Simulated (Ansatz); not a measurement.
WSe2 (P6_3/mmc), computed twice by G0W0.

The database entry behind the starting cell differs from later determinations by our own check (a about 0.2 % long), so it need not match the best structure at ambient conditions.

The structure is hexagonal, space group P6_3/mmc (No. 194). The conventional cell has a = 3.290 Å, b = 3.290 Å, c = 12.970 Å, α = 90.00°, β = 90.00°, γ = 120.00°. Nearest to W lie 6 Se at 2.53 Å. Nearest to Se lie 3 W at 2.53 Å. Farther neighbours and most contacts between anions are not listed.

```xyz
6
Lattice="3.2900 0.0000 0.0000 -1.6450 2.8492 0.0000 0.0000 0.0000 12.9700" Properties=species:S:1:pos:R:3 pbc="T T T"
W     0.0000    1.8995    3.2425
W     1.6450    0.9497    9.7275
Se    0.0000    1.8995    8.0544
Se    1.6450    0.9497    1.5694
Se    0.0000    1.8995   11.4006
Se    1.6450    0.9497    4.9156
```

The cell and positions come from the Crystallography Open Database and are kept as given unless a step says otherwise. Spin-orbit coupling is left out unless a run names it. PAW set soft_2, made with PBE.

The first (Ansatz 0.2.0; start PBE, 6×6×2 mesh, 780 empty bands, screening to 200 eV; 1 × NVIDIA H100 80GB HBM3 (shared by 6 runs) with 3 threads of AMD EPYC 7R13 (Zen 3), shared host) gave, on its mesh: starting gap 0.98 eV, G0W0 gap 1.30 eV, RPA ε∞ (mean) 12.54, 60 s.

The second gave: starting gap 0.98 eV, G0W0 gap 1.19 eV, RPA ε∞ (mean) 12.94, 16 s.

Question: What was changed in the input? Choose among start, files, mesh, bands and cutoff, frequency model or another key.

Changed: empty bands from 780 to 128 and screening cutoff (eV) from 200.0 to 60. The starting gap stayed, which rules out the functional and points to the GW step. Other changes could give like numbers; this is the one that was made.

Limits: not at the basis limit; no spin-orbit coupling; coarse k mesh.

[Paths, hosts, dates, memory and timing lines, banners, echoed tables and standing remarks are left out of the program output.]

[Logs are printed without paths, hosts, clocks, repeated set-up lines and the standing remarks that a program may print on its own settings, such as how far it seeks lower states.]

[Runs of the session that timed out or met a known fault of the program may be left out.]

[Cells called generated may have been cut or substituted from an entry of the Crystallography Open Database or the Materials Project.]

[Hosts, paths, dates, database ids (printed as entryN), source tags and the programs' standing remarks are cut or masked in the printed files.]
